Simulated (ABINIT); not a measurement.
An input for ABINIT 10.8.3 (TePb (Fm-3m)):

```
acell 3*1.0 Angstrom
rprim 
  -0.000000000000 3.231000000000 3.231000000000
  3.231000000000 0.000000000000 3.231000000000
  3.231000000000 3.231000000000 0.000000000000
ntypat 2
znucl 52 82
natom 2
typat 1 2
xred 
  0.500000000000 0.500000000000 0.500000000000
  0.000000000000 -0.000000000000 -0.000000000000
pp_dirpath "pseudos"
pseudos "Te.upf, Pb.upf"
ecut 34
ngkpt 4 4 4
nshiftk 1
shiftk 0 0 0
kptopt 1
chksymbreak 0
istwfk *1
occopt 1
irdwfk 1
optdriver 4
nband 296
gwcalctyp 0
ecutsigx 34
symsigma 1
nkptgw 2
kptgw 
  0.5000000000 0.0000000000 0.0000000000
  0.0000000000 0.0000000000 0.0000000000
bdgw 
  13 18
  13 18
ecuteps 8.4
irdscr 1
ppmodel 4
indata_prefix "in"
outdata_prefix "out"
tmpdata_prefix "tmp"
```

```sh
OMP_NUM_THREADS=1 mpirun -n 4 abinit run.abi > log
```

Q: Estimate wall time and host memory on 4 MPI ranks of Arm Neoverse V1, shared host.

It took 43 s; on shared hardware allow 21 s to 86 s. Peak host memory was 2.6 GiB.

[Paths, hosts, dates, memory and timing lines, banners, echoed tables and standing remarks are left out of the program output.]

[Logs are printed without paths, hosts, clocks, repeated set-up lines and the standing remarks that a program may print on its own settings, such as how far it seeks lower states.]

[Runs of the session that timed out or met a known fault of the program may be left out.]

[Hosts, paths, dates, database ids (printed as entryN), source tags and the programs' standing remarks are cut or masked in the printed files.]

[G0W0 gaps are taken among the corrected bands and points alone; a level outside them can change the order at an edge.]

[Where Ansatz stands beside ABINIT at settings called matched, ABINIT's density can come from a denser mesh and the files from another edition; pairs whose starting gaps differed by over 0.03 eV were left out, so agreement reads better than it is.]
